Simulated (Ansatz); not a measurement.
# InGe2 (built on the sites of a database entry of ScSi2): following an unstable mode, part 3 of 3

Wanted: the energy along a soft mode of InGe2 (built on the sites of a database entry of ScSi2) and the structure at the end.

Ansatz 0.2.0; DFT PBE, scalar-relativistic, plane waves, norm-conserving pseudopotentials.

So far. Step 5 (Energy along the mode, all amplitudes (two of the runs …): The lowest of the steps tried is at 0.22 Å, 6.08 meV/atom below the parent; the bottom of the well need not coincide with a step. Step 7 (The new phase in its own primitive cell): The largest force component left is 0.38 meV/Å and the pressure is 0.001 GPa, within the tolerances set. The cell now holds 23.80 Å³/atom.

The structure was built from a prototype and need not be the compound's stable phase.

### Step 8. Modes of the new phase, k-mesh 12×12×8

A relaxed structure may still be a saddle point, so its zone-centre modes are computed. No field response is asked, since the mesh shows no gap.

File input.yaml:

```yaml
crystal:
  lattice:
    - [4.0079402553, 0.0, 0.0]
    - [-2.0039701276, 3.470978078, 0.0]
    - [0.0, 0.0, 5.1330865946]
  atoms:
    - { symbol: In, position: [0.0, 0.0, 0.0] }
    - { symbol: Ge, position: [0.3333333333, 0.6666666667, 0.3950229421] }
    - { symbol: Ge, position: [0.6666666667, 0.3333333333, 0.6049770579] }
kpoints:
  mp_grid: { grid: [12, 12, 8] }
hamiltonian:
  xc: pbe
  pseudopotentials: { kind: nc }
scf:
  occupations: { method: methfessel_paxton, width: 0.2 }
output:
  eigenvalues: true
phonons:
  method: dfpt
```

Launch:

```console
ansatz run input.yaml --threads 8 --pin off --max-ram 14336MiB --backend cpu --events-out ev --progress --plain --runs-dir out
```

Numbers of over 12 decimals in the logs are rounded to 6 here.

Log:

```text
[...]
Crystal: 3 atoms, lattice volume = 71.409 Å³
Basis set: ecut = 1061.244064 eV, 5631 PW (Γ), exchange–correlation on 90×90×120 points (8 copies of the dense FFT grid, shifted against one another)
Bands: 25, of which v1, the nominal top of the filled ones, is band 21 counted from 1 (20 counted from 0)
Symmetry: 12 space group operations
k-points: 320 of 1152 (irreducible under 2 space group operations, time reversal used)
[...]
SCF iter   1: F=—  HF=-6668.456231 eV  |F-HF|=—  |Δ(HF+E_count)|=         —  Δρ=2.23e-2  dr2=2.72e-1  ethr=3.10e-3  ⟨swp⟩=5.5  Hψ=32337  notcnv=0
[...]
SCF iter  12: F=-6668.396386 eV  HF=-6668.396386 eV  |F-HF|=9.09e-13  |Δ(HF+E_count)|=  1.82e-12  S|Δr|=    0.00e0  Δρ=4.57e-8  dr2=1.42e-12  ethr=1.00e-12  ⟨swp⟩=11.7  Hψ=55441  notcnv=0
SCF 1 converged in 12 iterations: F = -6668.396386 eV  dr2 = 1.42e-12
DFPT response loops at Γ: preconditioner auto → Kerker (q_TF=auto, 2.487 Å⁻¹) (partly filled bands, converged f_vac=0.000); β = 1.00, the filter's whole step (`scf.mixing.beta` (0.50) is not read by the response loops under this deck's `scf.mixing.preconditioner`; to damp them name `kerker` or `kerker_dos`, under which they read `scf.mixing.beta`, and type it under 1.00, their step now; both keys bind the ground state too); Broyden in place of MSR1
SCF converged after 12 iterations
[...]
Free energy (F): -6668.396386 eV
[...]
Internal energy: -6668.396200 eV  (E = F + TS)
E sigma→0 (E₀):  -6668.396340 eV
Entropy (-TS):   -0.000187 eV (-0.062 meV/atom)
Fermi energy:    9.724226 eV
[...]
--- Band table (eV; the first three rows and the last of 320) ---
  k-point 0: bands = [... 17 lower, 4.8480, 9.5924, 9.5924, 10.7411, 11.9414, 11.9414, 13.9191, 16.9578]
  k-point 1: bands = [... 17 lower, 5.9114, 9.5947, 9.5947, 10.7704, 12.0384, 12.0384, 13.8363, 16.5041]
  k-point 2: bands = [... 17 lower, 7.2619, 9.6008, 9.6008, 10.8274, 12.3150, 12.3150, 13.5810, 15.5793]
  k-point 319: bands = [... 17 lower, 4.6482, 6.1006, 7.3929, 7.9142, 13.2674, 13.9417, 14.8635, 14.9213]
--- Phonons (Γ-DFPT): 4 representative perturbations + reference, on 320 of 1152 k-points (Σ response iterations 14) ---
  k mesh reduced under 2 symmetry operations, with k and −k counted as one. Each operation leaves every solved perturbation unchanged. A smaller set is not used because it would not reduce the number of displacements times k-points to solve
  ASR residual: 2.648e-4 → 0.000e0 eV/Å²; symmetrization residual: 1.356e-4 eV/Å²
  ASR residual per site (eV/Å²): 2.65e-4 1.58e-4 1.58e-4
  Γ frequencies (cm⁻¹): 0.00 0.00 0.00 50.67 50.67 89.25 159.05 196.67 196.67
  non-analytic LO–TO correction: not included (Born effective charges unavailable; polar crystals: no LO–TO splitting at Γ)
```

Run time: 1.7 min. Hardware: 8 threads of Arm Neoverse V2, shared host; peak memory 5.6 GiB; 13 min of CPU time.

Numbers from this step:

| Item | Value |
| --- | --- |
| sum-rule residual before enforcement | 2.65e-4 eV/Å² |
| point group | -3m |
| highest optical mode at the zone centre (no LO-TO term) | 196.7 cm⁻¹ |
| lowest optical zone-centre mode | 50.67 cm⁻¹ |

Patterns of degenerate modes are one choice out of their space. Modes at Γ, with each element's share of the kinetic energy:

| mode | frequency (cm⁻¹) | symmetry | In % | Ge % |
| --- | --- | --- | --- | --- |
| 1 | 0.0 | acoustic | 44 | 56 |
| 2 | 0.0 | acoustic | 44 | 56 |
| 3 | 0.0 | acoustic | 44 | 56 |
| 4 | 50.7 | Eu | 56 | 44 |
| 5 | 50.7 | Eu | 56 | 44 |
| 6 | 89.2 | A2u | 56 | 44 |
| 7 | 159.1 | A1g | 0 | 100 |
| 8 | 196.7 | Eg | 0 | 100 |
| 9 | 196.7 | Eg | 0 | 100 |

Displacements in mode 4 (50.7 cm⁻¹), the largest set to 1:
```
In1  1.00  0.00  0.00
Ge2 -0.79  0.00  0.00
Ge3 -0.79  0.00  0.00
```

Displacements in mode 8 (196.7 cm⁻¹), the largest set to 1:
```
In1  0.00  0.00  0.00
Ge2  1.00  0.00  0.00
Ge3 -1.00  0.00  0.00
```

Before it was imposed, the acoustic sum rule was missed by 2.6e-4 eV/Å². Small misses are needed for a sound result but don't prove that mesh and cutoff are converged. The lowest optical mode is real, 50.7 cm⁻¹.

### Step 9. The phases reached

The phases reached along the modes that were followed are set side by side.

Energies are those of the first relaxation, on the mesh of the frozen mode; space group, volume and gap are those of the last relaxation. Phases, by row:

| mode frozen in | space group | energy from parent (meV/atom) | volume (Å³/atom) | gap on mesh (eV) | lowest zone-centre optical mode (cm⁻¹) | largest shift (Å) |
| --- | --- | --- | --- | --- | --- | --- |
| parent | P6/mmm | 0 | 24.23 | 0 | – | – |
| q = (0, 0, -0.5), 62i cm⁻¹ | P6_3/mmc | -111.6 | 24.2 | 0 | 20.7 | 0.541 |
| q = (0, 0, 0), 50i cm⁻¹ | P-3m1 | -135.3 | 23.8 | 0 | 50.7 | 0.541 |

### Step 10. Results

| Item | Value |
| --- | --- |
| unstable mode of the parent | q = (0, 0, 0), 50i cm⁻¹ |
| depth at the lowest point sampled | 6.08 meV/atom |
| largest atomic shift at that point | 0.22 Å |
| space group reached (within 0.01 Å) | P-3m1 |
| energy gained over the parent (first relaxation, on the mesh of the frozen mode) | 135 meV/atom |
| volume per atom, phase reached | 23.8 Å³ |
| lowest optical zone-centre mode, phase reached | 50.7 cm⁻¹ |
| highest optical mode at the zone centre (no LO-TO term), phase reached | 197 cm⁻¹ |

In words: Along this mode the structure falls into P-3m1, 135 meV/atom below the parent. At the parent's cell the well is 6.08 meV/atom deep on the steps tried, with its lowest point at a shift of 0.22 Å. Relaxing atoms and cell changes the gain by +129.26 meV/atom against the lowest step (energies at zero smearing). Most of the total comes from this relaxation. The new phase has no imaginary mode at the zone centre of its cell; other wavevectors were not checked. Of the 2 patterns followed to their end from this parent, this one reaches the lowest energy. Each path keeps the symmetry of its pattern, so a lower phase may lie along a pattern not tried. The q mesh is too sparse to interpolate, so only the solved wavevectors are given. With no gap, or one that is small against the smearing, the frequencies hang on the k mesh and the smearing, most of all near Kohn anomalies. The phonon runs are without spin polarisation, although the cell has an odd electron count. A phonon run warned that its eigensolver left some bands unconverged in a pass. The starting cell was built on a prototype and not taken from a measurement, so the phase need not exist.

[Logs are printed without paths, hosts, clocks, repeated set-up lines and the standing remarks that a program may print on its own settings, such as how far it seeks lower states.]

[Hosts, paths, dates, database ids (printed as entryN), source tags and the programs' standing remarks are cut or masked in the printed files.]
